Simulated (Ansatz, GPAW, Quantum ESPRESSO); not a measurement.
# The valence band of CoSi2 as photoemission sees it, part 3 of 7

Wanted: projected DOS of CoSi2, weighted into photoemission and X-ray emission spectra, at several levels of theory.

Ansatz 0.2.0, Quantum ESPRESSO 7.5 and GPAW 26.7.0; DFT, PBE, plane-wave PAW, default files, scalar-relativistic (the session's first sound run).

So far. Step 3 (With LDA): The starting moments have collapsed: the run ends non-magnetic. Step 4 (A coarser DOS mesh): No moment survives the cycle: this start ends non-magnetic.

The database entry behind the starting cell differs from later determinations by our own check (0.1 to 0.3 % short, probably kX units), so it need not match the best structure at ambient conditions.

## Step 5: The same cell in Quantum ESPRESSO

This step: DFT, PBE, plane waves, ultrasoft GBRV pseudopotentials, scalar-relativistic (Quantum ESPRESSO 7.5).

The main run's cell is run in Quantum ESPRESSO, with other potentials, to see which digits hang on the program.

File scf.in:

```
&control
  calculation = 'scf'
  prefix = 'pes'
  outdir = './tmp'
  pseudo_dir = './pp'
  tprnfor = .true.
  tstress = .true.
/
&system
  ibrav = 0
  nat = 3
  ntyp = 2
  ecutwfc = 40.0
  ecutrho = 200.0
  occupations = 'smearing'
  nbnd = 23
  smearing = 'fd'
  degauss = 0.00367
  nspin = 2
  starting_magnetization(1) = 0.118
/
&electrons
  conv_thr = 3e-09
  mixing_beta = 0.3
  electron_maxstep = 120
/
ATOMIC_SPECIES
Co 58.9332 co_pbe_v1.2.uspp.F.UPF
Si 28.0850 si_pbe_v1.uspp.F.UPF
CELL_PARAMETERS angstrom
 0.000000000 2.678000000 2.678000000
 2.678000000 0.000000000 2.678000000
 2.678000000 2.678000000 0.000000000
ATOMIC_POSITIONS crystal
Co 0.000000000 0.000000000 0.000000000
Si 0.750000000 0.750000000 0.750000000
Si 0.250000000 0.250000000 0.250000000
K_POINTS automatic
12 12 12 0 0 0
```

Launch:

```console
> OMP_NUM_THREADS=1 mpirun -n 2 pw.x -nk 2 -in scf.in > scf.out
```

What it wrote:

```text
Program PWSCF v.7.5 starts

     This program is part of the open-source Quantum ESPRESSO suite
     for quantum simulation of materials; please cite
         "P. Giannozzi et al., J. Phys.:Condens. Matter 21 395502 (2009);
         "P. Giannozzi et al., J. Phys.:Condens. Matter 29 465901 (2017);
         "P. Giannozzi et al., J. Chem. Phys. 152 154105 (2020);
          URL
     in publications or presentations arising from this work. More details at

     Parallel version (MPI & OpenMP), running on       2 processor cores
     Number of MPI processes:                 2
     Threads/MPI process:                     1

     MPI processes distributed on     1 nodes
     43156 MiB available memory on the printing compute node when the environment starts

     Current dimensions of program PWSCF are:
     Max number of different atomic species (ntypx) = 10
     Max number of k-points (npk) =  40000
     Max angular momentum in pseudopotentials (lmaxx) =  4
     Message from routine setup:
     using ibrav=0 with symmetry is DISCOURAGED, use correct ibrav instead

     K-points division:     npool     =       2
     Subspace diagonalization in iterative solution of the eigenvalue problem:
     a serial algorithm will be used

     G-vector sticks info
     --------------------
     sticks:   dense  smooth     PW     G-vecs:    dense   smooth      PW
     Sum         703     559    187                12339     8801    1639

     Using Slab Decomposition

     bravais-lattice index     =            0
     lattice parameter (alat)  =       7.1569  a.u.
     unit-cell volume          =     259.2139 (a.u.)^3
     number of atoms/cell      =            3
     number of atomic types    =            2
     number of electrons       =        25.00
     number of Kohn-Sham states=           23
     kinetic-energy cutoff     =      40.0000  Ry
     charge density cutoff     =     200.0000  Ry
     scf convergence threshold =      3.0E-09
     mixing beta               =       0.3000
     number of iterations used =            8  plain     mixing
     Exchange-correlation= SLA  PW   PBE  PBE
                           (   1   4   3   4   0   0   0)

     celldm(1)=   7.156892  celldm(2)=   0.000000  celldm(3)=   0.000000
     celldm(4)=   0.000000  celldm(5)=   0.000000  celldm(6)=   0.000000

     crystal axes: (cart. coord. in units of alat)
               a(1) = (   0.000000   0.707107   0.707107 )
               a(2) = (   0.707107   0.000000   0.707107 )
               a(3) = (   0.707107   0.707107   0.000000 )

     reciprocal axes: (cart. coord. in units 2 pi/alat)
               b(1) = ( -0.707107  0.707107  0.707107 )
               b(2) = (  0.707107 -0.707107  0.707107 )
               b(3) = (  0.707107  0.707107 -0.707107 )

     PseudoPot. # 1 for Co read from file:
     ./pp/co_pbe_v1.2.uspp.F.UPF
     Pseudo is Ultrasoft + core correction, Zval = 17.0
     Generated by new atomic code, or converted to UPF format
     Using radial grid of  863 points,  6 beta functions with:
                l(1) =   0
                l(2) =   0
                l(3) =   1
                l(4) =   1
                l(5) =   2
                l(6) =   2
     Q(r) pseudized with  8 coefficients,  rinner =    1.200   1.200   1.200
                                                       1.200   1.200

     PseudoPot. # 2 for Si read from file:
     ./pp/si_pbe_v1.uspp.F.UPF
     Pseudo is Ultrasoft + core correction, Zval =  4.0
     Generated by new atomic code, or converted to UPF format
     Using radial grid of  899 points,  6 beta functions with:
                l(1) =   0
                l(2) =   0
                l(3) =   1
                l(4) =   1
                l(5) =   2
                l(6) =   2
     Q(r) pseudized with  8 coefficients,  rinner =    0.900   0.900   0.900
                                                       0.900   0.900

     atomic species   valence    mass     pseudopotential
     Co               17.00    58.93320     Co( 1.00)
     Si                4.00    28.08500     Si( 1.00)

     Starting magnetic structure
     atomic species   magnetization
     Co              0.118
     Si              0.000

     48 Sym. Ops., with inversion, found

   Cartesian axes

     site n.     atom                  positions (alat units)
         1        Co     tau(   1) = (   0.0000000   0.0000000   0.0000000  )
         2        Si     tau(   2) = (   1.0606602   1.0606602   1.0606602  )
         3        Si     tau(   3) = (   0.3535534   0.3535534   0.3535534  )

     number of k points=    72  Fermi-Dirac smearing, width (Ry)=  0.0037
                       cart. coord. in units 2pi/alat
        k(    1) = (   0.0000000   0.0000000   0.0000000), wk =   0.0005787
        k(    2) = (   0.0589256   0.0589256  -0.0589256), wk =   0.0046296
        k(    3) = (   0.1178511   0.1178511  -0.1178511), wk =   0.0046296
        k(    4) = (   0.1767767   0.1767767  -0.1767767), wk =   0.0046296
        k(    5) = (   0.2357023   0.2357023  -0.2357023), wk =   0.0046296
        k(    6) = (   0.2946278   0.2946278  -0.2946278), wk =   0.0046296
        k(    7) = (  -0.3535534  -0.3535534   0.3535534), wk =   0.0023148
        k(    8) = (   0.1178511   0.0000000  -0.0000000), wk =   0.0034722
        k(    9) = (   0.1767767   0.0589256  -0.0589256), wk =   0.0138889
        k(   10) = (   0.2357023   0.1178511  -0.1178511), wk =   0.0138889
        k(   11) = (   0.2946278   0.1767767  -0.1767767), wk =   0.0138889
        k(   12) = (   0.3535534   0.2357023  -0.2357023), wk =   0.0138889
        k(   13) = (  -0.2946278  -0.4124790   0.4124790), wk =   0.0138889
        k(   14) = (  -0.2357023  -0.3535534   0.3535534), wk =   0.0138889
        k(   15) = (  -0.1767767  -0.2946278   0.2946278), wk =   0.0138889
        k(   16) = (  -0.1178511  -0.2357023   0.2357023), wk =   0.0138889
[...]
k(   65) = (  -0.2357023  -0.4714045   0.7071068), wk =   0.0138889
        k(   66) = (  -0.1767767  -0.4124790   0.6481812), wk =   0.0277778
        k(   67) = (  -0.1178511  -0.3535534   0.5892557), wk =   0.0138889
        k(   68) = (  -0.1178511  -0.4714045   0.7071068), wk =   0.0138889
        k(   69) = (  -0.0589256  -0.4124790   0.6481812), wk =   0.0277778
        k(   70) = (   0.0000000  -0.3535534   0.5892557), wk =   0.0138889
        k(   71) = (  -0.7071068   0.2357023   0.0000000), wk =   0.0069444
        k(   72) = (  -0.7071068   0.3535534   0.0000000), wk =   0.0034722

[...]
Davidson diagonalization with overlap
     ethr =  2.73E-03,  avg # of iterations =  2.0

     total cpu time spent up to now is       18.0 secs

     total energy              =    -317.46146720 Ry
     estimated scf accuracy    <       2.68388178 Ry

     total magnetization       =     0.02 Bohr mag/cell
     absolute magnetization    =     0.17 Bohr mag/cell

     iteration #  6     ecut=    40.00 Ry     beta= 0.30
     Davidson diagonalization with overlap
     ethr =  2.73E-03,  avg # of iterations =  2.0

     total cpu time spent up to now is       20.9 secs

     total energy              =    -317.81189561 Ry
     estimated scf accuracy    <       0.12578312 Ry

     total magnetization       =     0.10 Bohr mag/cell
     absolute magnetization    =     0.25 Bohr mag/cell

     iteration #  7     ecut=    40.00 Ry     beta= 0.30
     Davidson diagonalization with overlap
     ethr =  5.03E-04,  avg # of iterations =  1.3

     total cpu time spent up to now is       23.5 secs

     total energy              =    -317.70656304 Ry
     estimated scf accuracy    <       0.31815679 Ry

     total magnetization       =     0.21 Bohr mag/cell
     absolute magnetization    =     0.42 Bohr mag/cell

     iteration #  8     ecut=    40.00 Ry     beta= 0.30
     Davidson diagonalization with overlap
     ethr =  5.03E-04,  avg # of iterations =  1.8

     total cpu time spent up to now is       26.4 secs

     total energy              =    -317.76983223 Ry
     estimated scf accuracy    <       0.20446902 Ry

     total magnetization       =    -0.01 Bohr mag/cell
     absolute magnetization    =     0.03 Bohr mag/cell

     iteration #  9     ecut=    40.00 Ry     beta= 0.30
     Davidson diagonalization with overlap
     ethr =  5.03E-04,  avg # of iterations =  1.0

     total cpu time spent up to now is       29.9 secs

     total energy              =    -317.78272453 Ry
     estimated scf accuracy    <       0.00614030 Ry

     total magnetization       =     0.01 Bohr mag/cell
     absolute magnetization    =     0.05 Bohr mag/cell

     iteration # 10     ecut=    40.00 Ry     beta= 0.30
     Davidson diagonalization with overlap
     ethr =  2.46E-05,  avg # of iterations =  1.7

     total cpu time spent up to now is       32.6 secs

     total energy              =    -317.78033492 Ry
     estimated scf accuracy    <       0.00798330 Ry

     total magnetization       =     0.00 Bohr mag/cell
     absolute magnetization    =     0.02 Bohr mag/cell

     iteration # 11     ecut=    40.00 Ry     beta= 0.30
     Davidson diagonalization with overlap
     ethr =  2.46E-05,  avg # of iterations =  1.9

     total cpu time spent up to now is       35.5 secs

     total energy              =    -317.78204564 Ry
     estimated scf accuracy    <       0.00490385 Ry

     total magnetization       =     0.01 Bohr mag/cell
     absolute magnetization    =     0.02 Bohr mag/cell

     iteration # 12     ecut=    40.00 Ry     beta= 0.30
     Davidson diagonalization with overlap
     ethr =  1.96E-05,  avg # of iterations =  1.0

     total cpu time spent up to now is       38.1 secs

     total energy              =    -317.78194450 Ry
     estimated scf accuracy    <       0.00111378 Ry

     total magnetization       =     0.00 Bohr mag/cell
     absolute magnetization    =     0.01 Bohr mag/cell

     iteration # 13     ecut=    40.00 Ry     beta= 0.30
     Davidson diagonalization with overlap
     ethr =  4.46E-06,  avg # of iterations =  1.2

     total cpu time spent up to now is       40.7 secs

     total energy              =    -317.78205217 Ry
     estimated scf accuracy    <       0.00000172 Ry

     total magnetization       =    -0.00 Bohr mag/cell
     absolute magnetization    =     0.00 Bohr mag/cell

     iteration # 14     ecut=    40.00 Ry     beta= 0.30
     Davidson diagonalization with overlap
     ethr =  6.88E-09,  avg # of iterations =  3.2

     total cpu time spent up to now is       44.0 secs

     total energy              =    -317.78205283 Ry
     estimated scf accuracy    <       0.00000118 Ry

     total magnetization       =    -0.00 Bohr mag/cell
     absolute magnetization    =     0.00 Bohr mag/cell

     iteration # 15     ecut=    40.00 Ry     beta= 0.30
     Davidson diagonalization with overlap
     ethr =  4.73E-09,  avg # of iterations =  1.5

     total cpu time spent up to now is       46.8 secs

     total energy              =    -317.78205307 Ry
     estimated scf accuracy    <       0.00000001 Ry

     total magnetization       =    -0.00 Bohr mag/cell
     absolute magnetization    =     0.00 Bohr mag/cell

     iteration # 16     ecut=    40.00 Ry     beta= 0.30
     Davidson diagonalization with overlap
     ethr =  4.12E-11,  avg # of iterations =  4.0

     total cpu time spent up to now is       50.5 secs

     total energy              =    -317.78205307 Ry
     estimated scf accuracy    <       0.00000003 Ry

     total magnetization       =     0.00 Bohr mag/cell
     absolute magnetization    =     0.00 Bohr mag/cell

     iteration # 17     ecut=    40.00 Ry     beta= 0.30
     Davidson diagonalization with overlap
     ethr =  4.12E-11,  avg # of iterations =  2.0

     total cpu time spent up to now is       53.8 secs

     total energy              =    -317.78205308 Ry
     estimated scf accuracy    <          7.7E-09 Ry

     total magnetization       =    -0.00 Bohr mag/cell
     absolute magnetization    =     0.00 Bohr mag/cell

     iteration # 18     ecut=    40.00 Ry     beta= 0.30
     Davidson diagonalization with overlap
     ethr =  3.07E-11,  avg # of iterations =  1.0

     Magnetic moment per site  (integrated on atomic sphere of radius R)
     atom   1 (R=0.253)  charge= 15.4903  magn= -0.0000
     atom   2 (R=0.253)  charge=  1.7359  magn= -0.0000
     atom   3 (R=0.253)  charge=  1.7359  magn= -0.0000

     total cpu time spent up to now is       56.4 secs

     End of self-consistent calculation

     Number of k-points >= 100: set verbosity='high' to print the bands.

     the Fermi energy is    12.7719 ev

!    total energy              =    -317.78205308 Ry
     estimated scf accuracy    <          3.1E-11 Ry
     smearing contrib. (-TS)   =      -0.00057465 Ry
     internal energy E=F+TS    =    -317.78147842 Ry

     The total energy is F=E-TS. E is the sum of the following terms:
     one-electron contribution =    -237.83135632 Ry
     hartree contribution      =     132.02726340 Ry
     xc contribution           =     -41.57177540 Ry
     ewald contribution        =    -170.40561011 Ry

     total magnetization       =    -0.00 Bohr mag/cell
     absolute magnetization    =     0.00 Bohr mag/cell

     convergence has been achieved in  18 iterations

     Forces acting on atoms (cartesian axes, Ry/au):

     atom    1 type  1   force =     0.00000000   -0.00000000    0.00000000
     atom    2 type  2   force =     0.00000000    0.00000000   -0.00000000
     atom    3 type  2   force =    -0.00000000    0.00000000    0.00000000

     Total force =     0.000000     Total SCF correction =     0.000000

     Computing stress (Cartesian axis) and pressure

          total   stress  (Ry/bohr**3)                   (kbar)     P=        3.14
   0.00002131   0.00000000   0.00000000            3.14        0.00        0.00
   0.00000000   0.00002131   0.00000000            0.00        3.14        0.00
   0.00000000   0.00000000   0.00002131            0.00        0.00        3.14

     XML data file, charge density, pseudopotentials, collected wavefunctions

     Called by init_run:

     Called by electrons:

     Called by c_bands:

     Called by *egterg:

     Called by h_psi:
                                        0.00s GPU  (    4002 calls)

     General routines

     Parallel routines

=------------------------------------------------------------------------------=
   JOB DONE.
=------------------------------------------------------------------------------=
```

It took 58 s on 2 MPI ranks of Arm Neoverse V1, shared host; 1.9 min of CPU time.

This step gave:

```yaml
free_energy: -4323.6451 eV
fermi_energy: 12.77 eV
pressure: 0.314 GPa
```

The run ends at a pressure of 0.31 GPa.

(Part 3 of 7 ends here.)

[Logs are printed without paths, hosts, clocks, repeated set-up lines and the standing remarks that a program may print on its own settings, such as how far it seeks lower states.]

[Hosts, paths, dates, database ids (printed as entryN), source tags and the programs' standing remarks are cut or masked in the printed files.]

[Maps of the electrostatic potential energy from Ansatz leave out the sawtooth potential of an applied field or a dipole correction, so their vacuum need not be flat; work functions include it.]

[Peak lists hold at most the 14 tallest peaks of each spectrum; further lines can be left out.]
